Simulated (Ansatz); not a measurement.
# Ta2NF2 monolayer: from the cell to its phonons

Wanted: phonon frequencies of Ta2NF2 monolayer and what follows from them.

Program: Ansatz 0.2.0. Level of theory: DFT PBEsol, scalar-relativistic, plane waves, PAW. Results are calculated unless marked as measured.

## Step 1: The starting structure

The cell holds 5 atoms: 1 N, 2 Ta and 2 F. Cell: a = 3.100 Å, b = 3.100 Å, c = 20.000 Å, α = 90.0°, β = 90.0°, γ = 120.0°. Vacuum lies along c.

## Step 2: Rough relaxation

The start is far from rest, so a relaxation with loose tolerances brings it close first.

The program solves this slab on a cell height of its own, 33.2 Å, in place of the one typed.

The input, input.yaml:

```yaml
crystal:
  lattice:
    - [3.1, 0.0, 0.0]
    - [-1.55, 2.68468, 0.0]
    - [0.0, 0.0, 20.0]
  atoms:
    - { symbol: "N", position: [0.0, 0.0, 0.5] }
    - { symbol: Ta, position: [0.333333, 0.666667, 0.56] }
    - { symbol: Ta, position: [0.666667, 0.333333, 0.44] }
    - { symbol: F, position: [0.666667, 0.333333, 0.6175] }
    - { symbol: F, position: [0.333333, 0.666667, 0.3825] }
  periodic: [true, true, false]
kpoints:
  mp_grid: { grid: [9, 9, 1] }
hamiltonian:
  xc: pbesol
scf:
  occupations: { method: gaussian, width: 0.1 }
output:
  forces: true
  stress: true
  eigenvalues: true
relax:
  adjacent_minimum: "off"
  f_tol: 0.05
  max_steps: 80
  cell: { stress_2d_tol: 0.02 }
```

Started as:

```sh
> ansatz run input.yaml --threads 8 --pin off --max-ram 14336MiB --backend cpu --events-out ev --progress --plain --runs-dir out
```

Numbers of over 12 decimals in the logs are rounded to 6 here.

What it wrote:

```text
[...]
cell:  # Å, volume = 306.0728 Å³
    - [3.262706, 0.0, 0]
    - [-1.631353, 2.825587, 0]
    - [0, 0, 33.2]
  atoms:
    - { symbol: N, position: [0, 0, 0.301205] }
    - { symbol: Ta, position: [0.333333, 0.666667, 0.330933] }
    - { symbol: Ta, position: [0.666667, 0.333333, 0.271477] }
    - { symbol: F, position: [0.666667, 0.333333, 0.370377] }
    - { symbol: F, position: [0.333333, 0.666667, 0.232032] }
[key lines of the parts left out:]
SCF converged after 6 iterations
Free energy (F): -21594.746877 eV
Fermi energy:    -3.477924 eV
P = ½ c Tr σ = 0.0154 N/m
```

Elapsed: 14 s, on 8 threads of Arm Neoverse V2, shared host; peak memory 0.85 GiB.

This run has no spin polarisation although its electron count is odd.

Relaxation path:

```
step  energy less that of the first step (eV)  largest force component (eV/Å)  volume (Å³)
   1                                   0.0000                          3.8720       276.31
   2                                  -0.8576                          2.3375       278.73
   3                                  -0.6376                          4.5884       289.97
   4                                  -1.2051                          0.4371       292.09
   5                                  -1.2520                          0.1051       294.49
   6                                  -1.2798                          0.4905       302.40
   7                                  -1.2839                          0.1389       304.08
   8                                  -1.2847                          0.0014       303.79
  9*                                  -1.3291                          0.0013       303.79
  10                                  -1.3296                          0.0051       305.72
  11                                  -1.3293                          0.0003       306.07
 12*                                  -1.3310                          0.0004       306.07
```

Relaxation steps marked * repeat the geometry before them on a plane-wave basis chosen anew for their cell, so energy and pressure can jump there. Relaxation step 3 was tried and not accepted.

Forces are held to the 12 operations that the run works with; a distortion that breaks them can't arise in this run.

```csv
cell as run,before,after,change
a (Å),3.100,3.263,+5.2 %
b (Å),3.100,3.263,+5.2 %
```

The atoms that moved most (Å, along periodic axes as changes of fractional coordinates times the final cell, across vacuum about the mean position):

| atom | dx | dy | dz | length |
| --- | --- | --- | --- | --- |
| Ta2 | 0.000 | 0.000 | -0.213 | 0.213 |
| Ta3 | 0.000 | 0.000 | 0.213 | 0.213 |
| F5 | 0.000 | 0.000 | 0.053 | 0.053 |
| F4 | 0.000 | 0.000 | -0.053 | 0.053 |

Final coordinates:

```xyz
5
Lattice="3.2627 0.0000 0.0000 -1.6314 2.8256 0.0000 0.0000 0.0000 33.2000" Properties=species:S:1:pos:R:3
N     0.0000    0.0000   10.0000
Ta    0.0000    1.8837   10.9870
Ta    1.6314    0.9419    9.0130
F     1.6314    0.9419   12.2965
F     0.0000    1.8837    7.7035
```

Numbers from this step:

```
gap on the k-mesh : 0 eV
area per atom     : 1.844 Å²
```

The relaxation ends with a largest force component of 3.8e-4 eV/Å.

## Step 3: Relaxation

The cell and atoms are relaxed, since residual forces and stress would shift the frequencies.

The input, input.yaml:

```yaml
crystal:
  lattice:
    - [3.2627063307, 0.0, 0.0]
    - [-1.6313531654, 2.8255865675, 0.0]
    - [0.0, 0.0, 33.2]
  atoms:
    - { symbol: "N", position: [0.0, 0.0, 0.3012048193] }
    - { symbol: Ta, position: [0.3333333333, 0.6666666667, 0.3309330024] }
    - { symbol: Ta, position: [0.6666666667, 0.3333333333, 0.2714766362] }
    - { symbol: F, position: [0.6666666667, 0.3333333333, 0.3703772408] }
    - { symbol: F, position: [0.3333333333, 0.6666666667, 0.2320323977] }
  periodic: [true, true, false]
kpoints:
  mp_grid: { grid: [12, 12, 1] }
hamiltonian:
  xc: pbesol
scf:
  occupations: { method: gaussian, width: 0.1 }
output:
  forces: true
  stress: true
  eigenvalues: true
  write_density: true
  write_potential: true
  elf: true
  volumetric_format: npy
relax:
  adjacent_minimum: "off"
  f_tol: 0.005
  max_steps: 80
  cell: { stress_2d_tol: 0.02 }
```

What it wrote:

```text
[...]
Crystal: 5 atoms, lattice volume = 306.073 Å³
Basis set: ecut = 420 eV, 6087 PW (Γ), exchange–correlation on 48×48×450 points (8 copies of the dense FFT grid, shifted against one another)
Bands: 28, of which v1, the nominal top of the filled ones, is band 23 counted from 1 (22 counted from 0)
Symmetry: 12 space group operations
[...]
k-points: 19 of 144
[...]
SCF iter   1: F=—  HF=-21594.792230 eV  |F-HF|=—  |Δ(HF+E_count)|=         —  Δρ=7.61e-3  dr2=1.82e-1  ethr=1.77e-3  ⟨swp⟩=12.3  Hψ=3971  notcnv=0
[...]
SCF iter   7: F=-21594.752346 eV  HF=-21594.752346 eV  |F-HF|=5.23e-8  |Δ(HF+E_count)|=   6.49e-7  Δρ=1.63e-6  dr2=4.75e-9  ethr=2.22e-10  ⟨swp⟩=28.2  Hψ=6946  notcnv=0
SCF 1 converged in 7 iterations: F = -21594.752346 eV  dr2 = 4.75e-9
[...]
relax step   1: F+E_penalty+E_count = -21594.75234613 eV  Δ(F+E_penalty+E_count) = +0.000e0 eV  max|allowed force component| = 7.308e-2 eV/Å  Δτ_max = 0.0000 Å  P = -0.234 N/m  Ω = 306.073 Å³  fix = [c, alpha, beta]  reactions: c -0.000 N/m  (7 SCF iters, dr2 threshold 1.00e-7 eV, accepted)
Crystal: 5 atoms, lattice volume = 304.289 Å³
Basis set: ecut = 420 eV, 6039 PW (Γ), exchange–correlation on 48×48×450 points (8 copies of the dense FFT grid, shifted against one another)
[...]
SCF iter   5: F=-21594.753204 eV  HF=-21594.753203 eV  |F-HF|=1.75e-7  |Δ(HF+E_count)|=   2.05e-7  Δρ=6.86e-6  dr2=7.05e-8  ethr=7.42e-10  ⟨swp⟩=25.5  Hψ=7371  notcnv=0
SCF 2 converged in 5 iterations: F = -21594.753204 eV  dr2 = 7.05e-8
relax step   2: F+E_penalty+E_count = -21594.75320362 eV  Δ(F+E_penalty+E_count) = -8.575e-4 eV  max|allowed force component| = 2.014e-1 eV/Å  Δτ_max = 0.0201 Å  P = -0.212 N/m  Ω = 304.289 Å³  energy of the carried Pulay correction = +1.378e-3 eV  fix = [c, alpha, beta]  (5 SCF iters, dr2 threshold 3.34e-7 eV, rejected (line search))
Crystal: 5 atoms, lattice volume = 305.005 Å³
Basis set: ecut = 420 eV, 6063 PW (Γ), exchange–correlation on 48×48×450 points (8 copies of the dense FFT grid, shifted against one another)
[...]
SCF iter   9: F=-21594.754040 eV  HF=-21594.754040 eV  |F-HF|=1.35e-10  |Δ(HF+E_count)|=  5.09e-11  Δρ=1.52e-8  dr2=5.15e-13  ethr=1.00e-12  ⟨swp⟩=15.5  Hψ=4214  notcnv=0
SCF 3 converged in 9 iterations: F = -21594.754040 eV  dr2 = 5.15e-13
relax step   3: F+E_penalty+E_count = -21594.75403953 eV  Δ(F+E_penalty+E_count) = -1.693e-3 eV  max|allowed force component| = 8.289e-3 eV/Å  Δτ_max = 0.0098 Å  P = -0.069 N/m  Ω = 305.005 Å³  energy of the carried Pulay correction = +8.244e-4 eV  fix = [c, alpha, beta]  reactions: c -0.000 N/m  (9 SCF iters, accepted)
[...]
relax step   4: F+E_penalty+E_count = -21594.75416571 eV  Δ(F+E_penalty+E_count) = -1.262e-4 eV  max|allowed force component| = 1.669e-3 eV/Å  Δτ_max = 0.0005 Å  P = +0.003 N/m  Ω = 304.854 Å³  energy of the carried Pulay correction = +9.412e-4 eV  fix = [c, alpha, beta]  reactions: c +0.000 N/m  (4 SCF iters, dr2 threshold 5.58e-9 eV, accepted)
[...]
SCF iter   5: F=-21594.753250 eV  HF=-21594.753250 eV  |F-HF|=3.64e-11  |Δ(HF+E_count)|=  7.28e-10  Δρ=4.35e-8  dr2=2.73e-12  ethr=1.00e-12  ⟨swp⟩=16.0  Hψ=5061  notcnv=0
SCF 5 converged in 5 iterations: F = -21594.753250 eV  dr2 = 2.73e-12
relax step   5: F+E_penalty+E_count = -21594.75324971 eV  Δ(F+E_penalty+E_count) = +9.160e-4 eV  max|allowed force component| = 1.693e-3 eV/Å  Δτ_max = 0.0000 Å  P = -0.019 N/m  Ω = 304.854 Å³  fix = [c, alpha, beta]  reactions: c -0.000 N/m  stress off target by 1.91e-2 N/m on what of the cell is left free  SCF on the basis re-selected at this cell (its energy is not comparable with the rows above)  (5 SCF iters)
basis re-selected at this cell: Δ(F+E_penalty+E_count) = +9.160e-4 eV, ΔP = -0.022 N/m vs the last step (what re-selecting the basis moved, of the pressure what is left beyond the Pulay correction that the steps carried, after the strain that the cell walked since its last selection, with what the two solves' SCF thresholds leave and, on support functions, any second-order correction that the steps lacked; it is no m [...]
WARN: The output density's exchange-correlation potential varies sharply where the density is thin. Do not read a vacuum level from v_tot or v_xc, or from such a field of the output density. On a cell that repeats whose density bears no net charge and no dipole along the vacuum's axis use v_es (v_loc + v_h of the components); under efield.dipole_correction with no amplitude use v_es + v_field, which holds any externa [...]
SCF converged after 5 iterations
Free energy (F): -21594.753250 eV
[...]
Internal energy: -21594.744958 eV  (E = F + TS)
E sigma→0 (E₀):  -21594.749104 eV
Entropy (-TS):   -0.008292 eV (-1.658 meV/atom)
Fermi energy:    -3.453985 eV
[...]
--- Forces (eV/Å), atoms counted from 1 ---
  atom   1  N      0.00000000     0.00000000     0.00000000
  atom   2  Ta    -0.00000000    -0.00000000     0.00169288
  atom   3  Ta     0.00000000     0.00000000    -0.00169288
  atom   4  F      0.00000000     0.00000000    -0.00043299
  atom   5  F     -0.00000000    -0.00000000     0.00043299
  max |Σ_I F_I| component: 1.62e-17 eV/Å
--- 2D stress c σ (N/m, compression-positive) ---
       -0.019106      -0.000000       0.000000
        0.000000      -0.019106      -0.000000
        0.000000      -0.000000      -0.000000
  P = ½ c Tr σ = -0.0191 N/m
--- Band table (eV; the first three rows and the last of 19) ---
  k-point 0: bands = [... 19 lower, -10.0492, -5.9697, -5.9697, -4.1443, -3.6232, -2.3919, -1.8666, -1.8666, ... 1 higher]
  k-point 1: bands = [... 19 lower, -10.0167, -6.1462, -5.8246, -3.9710, -3.2744, -2.5951, -2.3275, -1.8794, ... 1 higher]
  k-point 2: bands = [... 19 lower, -9.9959, -6.4976, -5.4173, -3.8625, -2.7950, -2.6290, -2.3620, -1.8277, ... 1 higher]
  k-point 18: bands = [... 19 lower, -10.1804, -5.1545, -5.1545, -5.0716, -1.3871, -1.3871, -1.1400, -0.1250, ... 1 higher]
--- Relaxed structure (4 steps of the walk, 3 accepted, 1 SCFs on fresh bases) ---
[...]
cell:  # Å, volume = 304.8536 Å³
    - [3.256202, 2.8809956596043094e-11, 0]
    - [-1.628101, 2.819953, 0]
    - [0, 0, 33.2]
  atoms:
    - { symbol: N, position: [0, 0, 0.30120481928] }
    - { symbol: Ta, position: [0.333333, 0.666667, 0.331061] }
    - { symbol: Ta, position: [0.666667, 0.333333, 0.271348] }
    - { symbol: F, position: [0.666667, 0.333333, 0.370688] }
    - { symbol: F, position: [0.333333, 0.666667, 0.231721] }
```

Wall time 9 s (8 threads); peak memory 0.9 GiB.

The steps of the relaxation:

```csv
step,energy less that of the first step (eV),largest force component (eV/Å),volume (Å³)
1,0.0000,0.0731,306.07
2,-0.0009,0.2014,304.29
3,-0.0017,0.0083,305.00
4,-0.0018,0.0017,304.85
5*,-0.0009,0.0017,304.85
```

Relaxation steps marked * repeat the geometry before them on a plane-wave basis chosen anew for their cell, so energy and pressure can jump there. Relaxation step 2 was tried and not accepted.

Forces are held to the 12 operations that the run works with; a distortion that breaks them can't arise in this run.

| cell as run | before | after | change |
| --- | --- | --- | --- |
| a (Å) | 3.263 | 3.256 | -0.2 % |
| b (Å) | 3.263 | 3.256 | -0.2 % |

The atoms that moved most (Å, along periodic axes as changes of fractional coordinates times the final cell, across vacuum about the mean position):

| atom | dx | dy | dz | length |
| --- | --- | --- | --- | --- |
| F4 | 0.000 | 0.000 | 0.010 | 0.010 |
| F5 | 0.000 | 0.000 | -0.010 | 0.010 |

Final coordinates:

```cif
data_structure
_symmetry_space_group_name_H-M 'P 1'
_symmetry_Int_Tables_number 1
_cell_length_a 3.2562
_cell_length_b 3.2562
_cell_length_c 33.2000
_cell_angle_alpha 90.000
_cell_angle_beta 90.000
_cell_angle_gamma 120.000
_cell_volume 304.85
loop_
_atom_site_label
_atom_site_type_symbol
_atom_site_fract_x
_atom_site_fract_y
_atom_site_fract_z
_atom_site_occupancy
N1 N 0.00000 0.00000 0.30120 1
Ta2 Ta 0.33333 0.66667 0.33106 1
Ta3 Ta 0.66667 0.33333 0.27135 1
F4 F 0.66667 0.33333 0.37069 1
F5 F 0.33333 0.66667 0.23172 1
```

Numbers from this step:

```yaml
area_per_atom: 1.836 Å²
```

ELF in the ac plane at fractional y = 0.333, with atoms of Ta and F within 0.2 Å of it. It is the smooth field of the valence electrons, not physical close to the nuclei.

Ten even steps from '0' (0.00) to '9' (0.67), each cell a mean:
```
00000000000000000
00000000000000000
00000000000000000
00000000000000000
00000000000000000
00000000000000000
00000000000000000
00000000000000000
00000000000000000
00000000000000000
00000000000000000
00000000000000000
00000000000000000
00000000000000000
20000135899999875
22333224677777753
44554433445555433
22332225898668984
34565421112222111
00000000000000000
00000000000000000
00000000000000000
00000000000000000
00000000000000000
```
Columns run along a (3.3 Å), rows up along c (33.2 Å). Atoms in or near the plane, at fractional coordinates: Ta at (0.67, 0.27), F at (0.67, 0.37).

Valence density in the ac plane at fractional y = 0.333, with atoms of Ta and F within 0.2 Å of it. It is the smooth field of the valence electrons, not physical close to the nuclei.

Ten steps, logarithmic in the rise over the least value, from '0' (0.00 × 1e0 e/Å³) to '9' (4.12 × 1e0 e/Å³), each cell a mean:
```
00000000000000000
00000000000000000
00000000000000000
00000000000000000
00000000000000000
00000000000000000
00000000000000000
00000000000000000
00000000000000000
00000000000000000
00000000000000000
00000000000000000
00000000000000000
00000000000000000
21001123578998643
44554444679998754
55666555556666555
44444456899999986
33343332333443322
00000000000000000
00000000000000000
00000000000000000
00000000000000000
00000000000000000
```
Columns run along a (3.3 Å), rows up along c (33.2 Å). Atoms in or near the plane, at fractional coordinates: Ta at (0.67, 0.27), F at (0.67, 0.37).

Electrostatic potential energy in the ac plane at fractional y = 0.333, with atoms of Ta and F within 0.2 Å of it. With pseudopotentials it is smooth inside the atoms' cores, unlike the true potential.

Ten even steps from '0' (-31 eV) to '9' (0 eV), each cell a mean:
```
99999999999999999
99999999999999999
99999999999999999
99999999999999999
99999999999999999
99999999999999999
99999999999999999
99999999999999999
99999999999999999
99999999999999999
99999999999999999
99999999999999999
99999999999999999
99999999999999999
99999999865555689
66555667644444577
66555666655555666
57887741000000002
89999988877777788
99999999999999999
99999999999999999
99999999999999999
99999999999999999
99999999999999999
```
Columns run along a (3.3 Å; values clipped at the 3rd and 97th percentile), rows up along c (33.2 Å). Atoms in or near the plane, at fractional coordinates: Ta at (0.67, 0.27), F at (0.67, 0.37).

(Continued in part 2 of 3.)

[Logs are printed without paths, hosts, clocks, repeated set-up lines and the standing remarks that a program may print on its own settings, such as how far it seeks lower states.]

[Hosts, paths, dates, database ids (printed as entryN), source tags and the programs' standing remarks are cut or masked in the printed files.]
